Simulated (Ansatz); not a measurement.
# Br on Ti(0001): change of the work function, part 2 of 3

Wanted: Δφ(θ) for Br/Ti(0001), starting from the fcc site.

Ansatz 0.2.0; plane-wave DFT, PBE, Ansatz PAW.

So far, work function, upper face (eV): step 2 (the clean slab) 4.37.

### Step 3. The covered slab, k-mesh 6×6×1, coverage 0.25 ML

System of this step: Br/Ti(0001). The cell holds 17 atoms: 16 Ti and 1 Br. Its edges and angles: a = 5.900 Å, b = 5.900 Å, c = 27.249 Å, α = 90.0°, β = 90.0°, γ = 60.0°. Vacuum lies along c.

The clean slab as it ended is repeated in the plane and the adsorbate is set on one face; the cell's size fixes the coverage, and the k-mesh shrinks with it to keep the sampling density about even. Adsorbate and upper layers relax, since the dipole depends on the height.

Contents of input.yaml:

```yaml
crystal:
  lattice:
    - [5.9, 0.0, 0.0]
    - [2.95, 5.1095498824, 0.0]
    - [0.0, 0.0, 27.2486427004]
  atoms:
    - { symbol: Ti, position: [0.3333333333, 0.3333333333, 0.3302916809] }
    - { symbol: Ti, position: [0.0, 0.0, 0.4162519258] }
    - { symbol: Ti, position: [0.3333333333, 0.3333333333, 0.5047078513] }
    - { symbol: Ti, position: [0.0, 0.0, 0.5842962157] }
    - { symbol: Ti, position: [0.3333333333, 0.8333333333, 0.3302916809] }
    - { symbol: Ti, position: [0.0, 0.5, 0.4162519258] }
    - { symbol: Ti, position: [0.3333333333, 0.8333333333, 0.5047078513] }
    - { symbol: Ti, position: [0.0, 0.5, 0.5842962157] }
    - { symbol: Ti, position: [0.8333333333, 0.3333333333, 0.3302916809] }
    - { symbol: Ti, position: [0.5, 0.0, 0.4162519258] }
    - { symbol: Ti, position: [0.8333333333, 0.3333333333, 0.5047078513] }
    - { symbol: Ti, position: [0.5, 0.0, 0.5842962157] }
    - { symbol: Ti, position: [0.8333333333, 0.8333333333, 0.3302916809] }
    - { symbol: Ti, position: [0.5, 0.5, 0.4162519258] }
    - { symbol: Ti, position: [0.8333333333, 0.8333333333, 0.5047078513] }
    - { symbol: Ti, position: [0.5, 0.5, 0.5842962157] }
    - { symbol: Br, position: [0.1666666667, 0.1666666667, 0.6697083191] }
kpoints:
  mp_grid: { grid: [6, 6, 1] }
hamiltonian:
  xc: pbe
scf:
  occupations: { method: fermi_dirac, width: 0.1 }
  convergence: { dr2_threshold: 1.0e-08 }
efield:
  axis: 3
  dipole_correction: true
  ramp_position: 0.97
  ramp_width: 0.06
relax:
  f_tol: 0.02
  max_steps: 60
  constraints: [{ sites: [0, 1, 4, 5, 8, 9, 12, 13] }]
output:
  dos: { projected: true, e_range: [-8, 4] }
  write_potential: true
  write_density: true
  volumetric_format: npy
  elf: true
```

Run with:

```sh
> ansatz run input.yaml --threads 4 --pin off --max-ram 6144MiB --backend cpu --events-out ev --progress --plain --runs-dir out
```

Numbers of over 12 decimals in the logs are rounded to 6 here.

The log of the run:

```text
[...]
Crystal: 17 atoms, lattice volume = 821.447 Å³
Basis set: ecut = 420 eV, 15979 PW (Γ), exchange–correlation on 80×80×384 points (8 copies of the dense FFT grid, shifted against one another)
Bands: 120, of which v1, the nominal top of the filled ones, is band 100 counted from 1 (99 counted from 0)
Symmetry: 6 space group operations
[...]
k-points: 7 of 36 (time reversal used)
[...]
SCF iter   1: F=—  HF=-42773.441759 eV  |F-HF|=—  |Δ(HF+E_count)|=         —  Δρ=5.15e-3  dr2=1.35e0  ethr=1.77e-3  p=0.007 e·Å  D=1.53e-3 V/Å  ΔV_dip=-0.04 eV  dr2_dipole=2.99e-1  V_vac-E_F(+/−)=4.00/4.05 eV  ⟨swp⟩=9.9  Hψ=4048  notcnv=0
[...]
SCF iter  10: F=-42773.409152 eV  HF=-42773.409152 eV  |F-HF|=1.04e-8  |Δ(HF+E_count)|=   1.15e-7  Δρ=6.10e-7  dr2=3.57e-9  ethr=5.03e-12  p=-0.001 e·Å  D=-2.74e-4 V/Å  ΔV_dip=0.01 eV  dr2_dipole=1.87e-10  V_vac-E_F(+/−)=4.42/4.42 eV  ⟨swp⟩=12.3  Hψ=6925  notcnv=0
SCF 1 converged in 10 iterations: F = -42773.409152 eV  dr2 = 3.57e-9
[...]
relax step   1: F+E_penalty+E_count = -42773.40915201 eV  Δ(F+E_penalty+E_count) = +0.000e0 eV  max|allowed force component| = 1.299e0 eV/Å  Δτ_max = 0.0000 Å  (10 SCF iters, accepted)
[...]
SCF iter  11: F=-42773.710561 eV  HF=-42773.710561 eV  |F-HF|=6.82e-9  |Δ(HF+E_count)|=   7.71e-9  Δρ=3.02e-7  dr2=1.49e-9  ethr=5.03e-12  p=0.034 e·Å  D=7.38e-3 V/Å  ΔV_dip=-0.20 eV  dr2_dipole=8.24e-11  V_vac-E_F(+/−)=4.22/4.42 eV  ⟨swp⟩=10.1  Hψ=5060  notcnv=0
SCF 2 converged in 11 iterations: F = -42773.710561 eV  dr2 = 1.49e-9
relax step   2: F+E_penalty+E_count = -42773.71056058 eV  Δ(F+E_penalty+E_count) = -3.014e-1 eV  max|allowed force component| = 5.979e-1 eV/Å  Δτ_max = 0.1948 Å  (11 SCF iters, accepted)
[...]
SCF iter  10: F=-42773.745771 eV  HF=-42773.745771 eV  |F-HF|=5.63e-9  |Δ(HF+E_count)|=   2.21e-8  Δρ=3.04e-7  dr2=1.88e-9  ethr=5.03e-12  p=0.064 e·Å  D=1.41e-2 V/Å  ΔV_dip=-0.38 eV  dr2_dipole=3.68e-11  V_vac-E_F(+/−)=4.04/4.42 eV  ⟨swp⟩=10.9  Hψ=6020  notcnv=0
SCF 3 converged in 10 iterations: F = -42773.745771 eV  dr2 = 1.88e-9
relax step   3: F+E_penalty+E_count = -42773.74577052 eV  Δ(F+E_penalty+E_count) = -3.521e-2 eV  max|allowed force component| = 3.107e-1 eV/Å  Δτ_max = 0.1922 Å  (10 SCF iters, accepted)
SCF iter   1: F=—  HF=-42773.755568 eV  |F-HF|=—  |Δ(HF+E_count)|=         —  Δρ=1.05e-3  dr2=4.17e-2  ethr=2.75e-4  p=0.064 e·Å  D=1.41e-2 V/Å  ΔV_dip=-0.38 eV  dr2_dipole=4.44e-3  V_vac-E_F(+/−)=4.03/4.42 eV  ⟨swp⟩=2.0  Hψ=1382  notcnv=0
[...]
SCF iter   8: F=-42773.753582 eV  HF=-42773.753582 eV  |F-HF|=2.54e-8  |Δ(HF+E_count)|=   1.19e-7  Δρ=7.37e-7  dr2=6.65e-9  ethr=5.03e-12  p=0.056 e·Å  D=1.24e-2 V/Å  ΔV_dip=-0.34 eV  dr2_dipole=1.68e-9  V_vac-E_F(+/−)=4.08/4.42 eV  ⟨swp⟩=12.1  Hψ=7025  notcnv=0
SCF 4 converged in 8 iterations: F = -42773.753582 eV  dr2 = 6.65e-9
relax step   4: F+E_penalty+E_count = -42773.75358211 eV  Δ(F+E_penalty+E_count) = -7.812e-3 eV  max|allowed force component| = 1.631e-2 eV/Å  Δτ_max = 0.0562 Å  (8 SCF iters, accepted)
NSCF: frozen V_eff on 7 k-points
[...]
SCF converged after 8 iterations
Free energy (F): -42773.753582 eV
[...]
Internal energy: -42772.786828 eV  (E = F + TS)
E sigma→0 (E₀):  -42773.270205 eV
Entropy (-TS):   -0.966754 eV (-56.868 meV/atom)
Fermi energy:    2.164453 eV
Dipole field:    D = 0.012388 V/Å  (p = 0.056235 e·Å, saw-weighted, corrected)
Work function:   Φ+ = 4.0810 eV   Φ− = 4.4185 eV
[...]
--- Forces (eV/Å), atoms counted from 1 ---
  atom   1  Ti     0.00907848     0.00524146     0.60917340
  atom   2  Ti     0.04933264     0.02848222    -0.60255159
  atom   3  Ti     0.00309781     0.00178852     0.00616983
  atom   4  Ti    -0.00160704    -0.00092782     0.00130695
  atom   5  Ti    -0.00000000    -0.01048293     0.60917340
  atom   6  Ti    -0.00000000    -0.05696443    -0.60255159
  atom   7  Ti     0.00000000    -0.00357705     0.00616983
  atom   8  Ti     0.00000000     0.00185565     0.00130695
  atom   9  Ti    -0.00907848     0.00524146     0.60917340
  atom  10  Ti    -0.04933264     0.02848222    -0.60255159
  atom  11  Ti    -0.00309781     0.00178852     0.00616983
  atom  12  Ti     0.00160704    -0.00092782     0.00130695
  atom  13  Ti     0.00000000     0.00000000     0.54356395
  atom  14  Ti    -0.00000000    -0.00000000    -0.57185672
  atom  15  Ti     0.00000000     0.00000000     0.00046419
  atom  16  Ti    -0.00000000     0.00000000     0.00186649
  atom  17  Br     0.00000000    -0.00000000    -0.01631268
  max |Σ_I F_I| component: 2.10e-5 eV/Å
--- Band table (eV; the first three rows and the last of 7) ---
  k-point 0: bands = [... 96 lower, 2.2217, 2.3956, 2.5499, 2.5499, 2.5858, 2.6777, 2.8291, 2.8291, ... 16 higher]
  k-point 1: bands = [... 96 lower, 2.2370, 2.3322, 2.4243, 2.4367, 2.4501, 2.5215, 2.6979, 2.7368, ... 16 higher]
  k-point 2: bands = [... 96 lower, 2.0749, 2.0951, 2.1619, 2.2068, 2.2156, 2.3430, 2.4171, 2.4630, ... 16 higher]
  k-point 6: bands = [... 96 lower, 1.6403, 1.8216, 1.8440, 1.8450, 1.8848, 2.0481, 2.1204, 2.1270, ... 16 higher]
--- Relaxed structure (4 steps of the walk, 4 accepted, 0 SCFs on fresh bases) ---
  F+E_penalty+E_count = -42773.75358211 eV   max|allowed force component| = 1.631e-2 eV/Å
  atoms:
    - { symbol: Ti, position: [0.333333, 0.333333, 0.3302916809] }
    - { symbol: Ti, position: [2.6667121670171395e-17, 2.6667121670171398e-17, 0.416252] }
    - { symbol: Ti, position: [0.331425, 0.331425, 0.505124] }
    - { symbol: Ti, position: [-0.00898446, -0.00898446, 0.584862] }
    - { symbol: Ti, position: [0.333333, 0.833333, 0.3302916809] }
    - { symbol: Ti, position: [8.326672684688674e-17, 0.500000, 0.416252] }
    - { symbol: Ti, position: [0.331425, 0.837149, 0.505124] }
    - { symbol: Ti, position: [-0.00898446, 0.517969, 0.584862] }
    - { symbol: Ti, position: [0.833333, 0.333333, 0.3302916809] }
    - { symbol: Ti, position: [0.5, 2.6667121670171398e-17, 0.416252] }
    - { symbol: Ti, position: [0.837149, 0.331425, 0.505124] }
    - { symbol: Ti, position: [0.517969, -0.00898446, 0.584862] }
    - { symbol: Ti, position: [0.833333, 0.833333, 0.3302916809] }
    - { symbol: Ti, position: [0.500000, 0.500000, 0.416252] }
    - { symbol: Ti, position: [0.833333, 0.833333, 0.501783] }
    - { symbol: Ti, position: [0.500000, 0.500000, 0.583443] }
    - { symbol: Br, position: [0.166667, 0.166667, 0.657569] }
```

It took 39 s on 4 threads of Intel Xeon 6975P-C (Granite Rapids), shared host; peak memory 2.5 GiB; 2.5 min of CPU time.

This run has no spin polarisation although its electron count is odd.

Step by step:

```csv
step,energy less that of the first step (eV),largest force component (eV/Å)
1,0.0000,1.2991
2,-0.3014,0.5979
3,-0.3366,0.3106
4,-0.3444,0.0163
```

Forces are held to the 6 operations that the run works with; a distortion that breaks them can't arise in this run.

The atoms that moved most (Å):

```csv
atom,dx,dy,dz,length
Br17,0.000,0.000,-0.331,0.331
Ti8,0.000,0.092,0.015,0.093
Ti12,0.080,-0.046,0.015,0.093
Ti4,-0.080,-0.046,0.015,0.093
Ti15,0.000,0.000,-0.080,0.080
Ti16,0.000,0.000,-0.023,0.023
Ti3,-0.017,-0.010,0.011,0.023
Ti11,0.017,-0.010,0.011,0.023
```

Final coordinates:

```xyz
17
Lattice="5.9000 0.0000 0.0000 2.9500 5.1095 0.0000 0.0000 0.0000 27.2486" Properties=species:S:1:pos:R:3
Ti    2.9500    1.7032    9.0000
Ti    0.0000    0.0000   11.3423
Ti    2.9331    1.6934   13.7639
Ti   -0.0795   -0.0459   15.9367
Ti    4.4250    4.2580    9.0000
Ti    1.4750    2.5548   11.3423
Ti    4.4250    4.2775   13.7639
Ti    1.4750    2.6466   15.9367
Ti    5.9000    1.7032    9.0000
Ti    2.9500    0.0000   11.3423
Ti    5.9169    1.6934   13.7639
Ti    3.0295   -0.0459   15.9367
Ti    7.3750    4.2580    9.0000
Ti    4.4250    2.5548   11.3423
Ti    7.3750    4.2580   13.6729
Ti    4.4250    2.5548   15.8980
Br    1.4750    0.8516   17.9179
```

This step gave:

- energy at zero smearing: -42773.2702 eV
- work function, upper face: 4.081 eV
- work function, lower face: 4.419 eV
- dipole along the normal: 0.05623 e·Å
- step between the vacuum levels: -0.3375 eV

Running mean over 2.342 Å of the planar mean; the ramp of the sawtooth is left out. The electron's electrostatic potential energy less the Fermi level by z:

z (Å), electron's electrostatic potential energy less the Fermi level (eV) and a bar from the least value:
```
      3.5       4.42 ##############################
      4.0       4.42 ##############################
      4.5       4.41 ##############################
      5.0       4.40 ##############################
      5.5       4.36 ##############################
      6.0       4.24 ##############################
      6.5       3.88 #############################
      7.0       2.89 ##########################
      7.5       0.39 ####################
      8.0      -3.13 ###########
      8.5      -5.88 ####
      9.0      -6.74 ##
      9.5      -6.71 ##
     10.0      -6.59 ##
     10.5      -6.56 ##
     11.0      -6.59 ##
     11.5      -6.58 ##
     12.0      -6.43 ###
     12.5      -6.31 ###
     13.0      -6.36 ###
     13.5      -6.57 ##
     14.0      -6.88 ##
     14.5      -7.40 
     15.0      -7.53 
     15.5      -7.25 #
     16.0      -6.96 #
     16.5      -6.52 ###
     17.0      -4.77 #######
     17.5      -2.11 ##############
     18.0      -0.04 ###################
     18.5       1.01 #####################
     19.0       2.21 ########################
     19.5       3.40 ###########################
     20.0       3.94 #############################
     20.5       4.05 #############################
     21.0       4.07 #############################
     21.5       4.08 #############################
     22.0       4.08 #############################
     22.5       4.08 #############################
     23.0       4.08 #############################
     23.5       4.08 #############################
     24.0       4.08 #############################
```

The density of states has structure finer than the step of the table below, so its rows give means over 0.25 eV, whole bins alone (the curve runs from -8 to 0.81 eV). Peaks (eV: height): -0.840: 49.7, -0.750: 58.4, -0.660: 77.9, 0.210: 64.1, 0.300: 48.5, 0.360: 48.0, 0.660: 43.0.

Density of states against energy, zero at the Fermi level; means over each step:

```csv
energy (eV),density of states (states/eV a cell)
-6.00,0
-5.75,1.21
-5.50,2.45
-5.25,6.71
-5.00,6.26
-4.75,9.25
-4.50,2.40
-4.25,3.17
-4.00,2.70
-3.75,3.64
-3.50,3.08
-3.25,4.34
-3.00,4.24
-2.75,10.9
-2.50,6.77
-2.25,17.6
-2.00,18.1
-1.75,24.5
-1.50,17.4
-1.25,16.8
-1.00,19.7
-0.75,39.8
-0.50,14.5
-0.25,22.8
0.00,30.0
0.25,37.6
0.50,31.2
```

Projected DOS per atom over height of the atomic layer and energy from the Fermi level. Layers: Ti4 Ti4 Ti4 Ti4 Br from below.

Values in states/eV, 22 rows by 5 columns, each cell a mean:
```
2.5 1.9 1.6 1.9 0.1
2.8 1.6 1.3 1.9 0.1
2.1 1.0 1.0 1.6 0.1
1.6 1.9 1.5 1.7 0.1
1.5 1.1 1.3 1.4 0.1
0.9 1.1 1.1 0.9 0.1
1.1 1.4 1.6 1.3 0.2
0.8 1.2 1.2 0.8 0.2
0.3 0.5 0.5 0.3 0.1
0.3 0.4 0.4 0.3 0.2
0.2 0.2 0.2 0.1 0.2
0.2 0.3 0.3 0.1 0.2
0.2 0.2 0.2 0.1 0.4
0.1 0.2 0.1 0.3 5.7
0.1 0.1 0.1 0.2 2.8
0.0 0.1 0.1 0.2 2.8
0.0 0.0 0.1 0.1 0.2
0.0 0.0 0.0 0.0 0.0
0.0 0.0 0.0 0.0 0.0
0.0 0.0 0.0 0.0 0.0
0.0 0.0 0.0 0.0 0.0
0.0 0.0 0.0 0.0 0.0
```
Columns: height of the atomic layer (Å) from 9 to 17.9 (not evenly spaced); rows upwards: energy from the Fermi level (eV) from -7.96 to 0.745.

ELF in the ca plane at fractional y = 0.000, with atoms of Ti within 0.2 Å of it. It is the smooth field of the valence electrons, not physical close to the nuclei.

Values, 9 rows by 16 columns, each cell a mean:
```
0.43 0.31 0.48 0.33 0.44 0.50 0.36 0.46 0.11 0.07 0.03 0.00 0.00 0.00 0.00 0.00
0.18 0.28 0.22 0.27 0.17 0.19 0.27 0.24 0.28 0.11 0.01 0.00 0.00 0.00 0.00 0.00
0.20 0.30 0.22 0.31 0.17 0.18 0.31 0.22 0.35 0.13 0.01 0.00 0.00 0.00 0.00 0.00
0.33 0.29 0.47 0.29 0.36 0.41 0.32 0.48 0.11 0.06 0.02 0.00 0.00 0.00 0.00 0.00
0.61 0.37 0.37 0.39 0.59 0.66 0.39 0.42 0.20 0.38 0.17 0.02 0.00 0.00 0.00 0.00
0.22 0.26 0.36 0.24 0.26 0.28 0.25 0.29 0.51 0.79 0.46 0.06 0.00 0.00 0.00 0.00
0.22 0.32 0.25 0.36 0.19 0.20 0.36 0.20 0.70 0.87 0.59 0.09 0.00 0.00 0.00 0.00
0.19 0.26 0.29 0.24 0.21 0.22 0.25 0.22 0.57 0.82 0.50 0.07 0.00 0.00 0.00 0.00
0.56 0.35 0.41 0.37 0.55 0.62 0.38 0.45 0.25 0.49 0.23 0.02 0.00 0.00 0.00 0.00
```
Columns run along c (16.0 Å, from fractional 0.33 to 0.91 of the cell), rows up along a (5.9 Å). Atoms in or near the plane, at fractional coordinates: Ti at (0.42, 0.00), Ti at (0.58, 0.99), Ti at (0.42, 0.50), Ti at (0.58, 0.52).

Valence density in the ca plane at fractional y = 0.000, with atoms of Ti within 0.2 Å of it. It is the smooth field of the valence electrons, not physical close to the nuclei.

Ten steps, logarithmic in the rise over the least value, from '0' (0.00 × 1e0 e/Å³) to '9' (9.73 × 1e0 e/Å³), each cell a mean:
```
22223699852222222489973100000000000000000000
22222467532222222357752100000000000000000000
33222233322223322234421100000000000000000000
44322222222234322222221100000000000000000000
43222222222234322223321100000000000000000000
22222345422223222246642100000000000000000000
22222588742222222479863100000000000000000000
22223799962222222489984110000000000000000000
22223699852222222479973211100000000000000000
22222467532222222246642233210000000000000000
33222233222223322223222344321000000000000000
44322222222234432222222344431000000000000000
43222222222234432222222344421000000000000000
22222345422223322234432333321000000000000000
22222588742222222368753222110000000000000000
22223799962222222489973111000000000000000000
```
Columns run along c (16.0 Å, from fractional 0.33 to 0.91 of the cell), rows up along a (5.9 Å). Atoms in or near the plane, at fractional coordinates: Ti at (0.42, 0.00), Ti at (0.58, 0.99), Ti at (0.42, 0.50), Ti at (0.58, 0.52).

Electrostatic potential energy in the ca plane at fractional y = 0.000, with atoms of Ti within 0.2 Å of it. With pseudopotentials it is smooth inside the atoms' cores, unlike the true potential.

Values in eV, 9 rows by 16 columns, each cell a mean:
```
  2  -3 -30 -13   2   2 -17 -30  -2   6   6   6   6   6   6   6
 -8   1  -5   0  -5  -4  -2  -7   3   6   6   6   6   6   6   6
-10   2  -1   1  -6  -6   0  -3   4   6   6   6   6   6   6   6
  0  -2 -27 -10   1   1 -15 -28  -1   6   6   6   6   6   6   6
  3  -5 -34 -17   3   3 -19 -33  -3   5   6   6   6   6   6   6
 -2   0 -19  -6   0  -1  -6 -14  -1   1   5   6   6   6   6   6
-12   2   1   2  -7  -9   2   1  -3  -9   5   6   6   6   6   6
 -5   1 -13  -3  -2  -3  -3  -9  -1  -1   5   6   6   6   6   6
  3  -4 -33 -16   3   3 -18 -31  -3   4   6   6   6   6   6   6
```
Columns run along c (16.0 Å, from fractional 0.33 to 0.91 of the cell; values clipped at the 3rd and 97th percentile), rows up along a (5.9 Å). Atoms in or near the plane, at fractional coordinates: Ti at (0.42, 0.00), Ti at (0.58, 0.99), Ti at (0.42, 0.50), Ti at (0.58, 0.52).

The relaxation took 4 steps and lowered the energy by 0.34 eV; the largest force on the free atoms ends at 0.016 eV/Å.

By hand: a sheet of dipoles makes a step −p/(ε₀A) in the electron's potential. With e/ε₀ = 180.95 V·Å, p = 0.05623 e·Å and A = 30.15 Å², that is −180.95 × (0.05623) / 30.15 = -0.338 eV, and the two vacuum levels of the run differ by -0.338 eV.

The covered face has 4.08 eV, -0.29 eV against the clean one; the bare back face has moved by -0.00 eV, a measure of how thin the slab is.

[end of part 2 of 3]

[Logs are printed without paths, hosts, clocks, repeated set-up lines and the standing remarks that a program may print on its own settings, such as how far it seeks lower states.]

[Hosts, paths, dates, database ids (printed as entryN), source tags and the programs' standing remarks are cut or masked in the printed files.]

[Maps of the electrostatic potential energy from Ansatz leave out the sawtooth potential of an applied field or a dipole correction, so their vacuum need not be flat; planar profiles and work functions include it.]

[The density of states shown here was stored with 400 of the rows of the run's finer table, so its peaks can read low, often by over a quarter, or be missed, and its means over a window can be off by a tenth or more.]
